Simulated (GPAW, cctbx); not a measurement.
# Ag2OsBr6: what bonding does to one electron reflection, worked out

Ag2OsBr6, Fm-3m (no. 225), a = 10.0130 Å, b = 10.0130 Å, c = 10.0130 Å, α = 90.00°, β = 90.00°, γ = 90.00°.

```csv
atom,mult.,x,y,z
Os1,4,0,0,0
Ag1,8,1/4,1/4,3/4
Br1,24,0,0,0.7539
```

The start was made by putting kin elements into a known structure type; the compound need not exist, or be stable, in this form.

A DFT run (GPAW, PBE, 450 eV, 3×3×3 k-points, Fermi–Dirac width 0.05 eV) gives the static X-ray structure factor of 020 as 197.088 e for the conventional cell; superposed free atoms give 195.657 e. **Problem.** Find the Fourier component V of the crystal potential and the two-beam extinction distance at 300 kV in both cases.

**1. Geometry**

The cell volume is Ω = 1003.90 Å³ and d(020) = 5.0065 Å, so g = 1/d = 0.1997 Å⁻¹.

**2. The nuclei**

Electrons feel nuclei as well as electrons, so the nuclear charges are summed with the same phases.

Phase sums Σ exp(2πi h·x), turned so that the total is real and positive: Os +4.000, Ag -8.000, Br +8.010. Then F_Z = 76 × (+4.000) + 47 × (-8.000) + 35 × (+8.010) = 208.33 e. The electron term has the same sign for this reflection.

**3. Mott–Bethe**

Poisson's equation, term by term, gives V = (e/4πε₀)(F_Z − F)/(πΩg²), with e/4πε₀ = 14.3996 V Å.

The prefactor is 14.3996 × 5.0065²/(π × 1003.90) = 0.11444 V per electron. Free atoms: (208.33 − 195.657) × 0.11444 = 1.451 V. Crystal: (208.33 − 197.088) × 0.11444 = 1.287 V. F changes by +0.73 % and V by -11.3 %: the same 1.43 e is measured against F_Z − F = 12.7 e in place of F = 195.7 e.

**4. Extinction distance**

In the two-beam case ξ = 1/(λU) with U = 2γm₀eV/h², that is ξ = 150.41 V Å²/(γλV).

At 300 kV, λ = 0.01969 Å and γ = 1.5871. Free atoms: ξ = 3318 Å. Crystal: ξ = 3740 Å. The thickness fringes go as sin²(πt/ξ), so the two patterns slip by a quarter of a period when t|1/ξ₁ − 1/ξ₀| = 1/4, at t ≈ 735 nm. Thermal motion, absorption and many-beam coupling, left out here, change a real pattern.

**5. Answer**

V(020) is 1.29 V against 1.45 V, and ξ is 3740 against 3318 Å. Limits: static atoms, two beams.

[Outputs are excerpts: Python notices, other lines and further rows are left out; steps that failed or that the build refused (PBEsol, TPSS) are not shown.]

[Logs are printed without paths, hosts, clocks, repeated set-up lines and the standing remarks that a program may print on its own settings, such as how far it seeks lower states.]
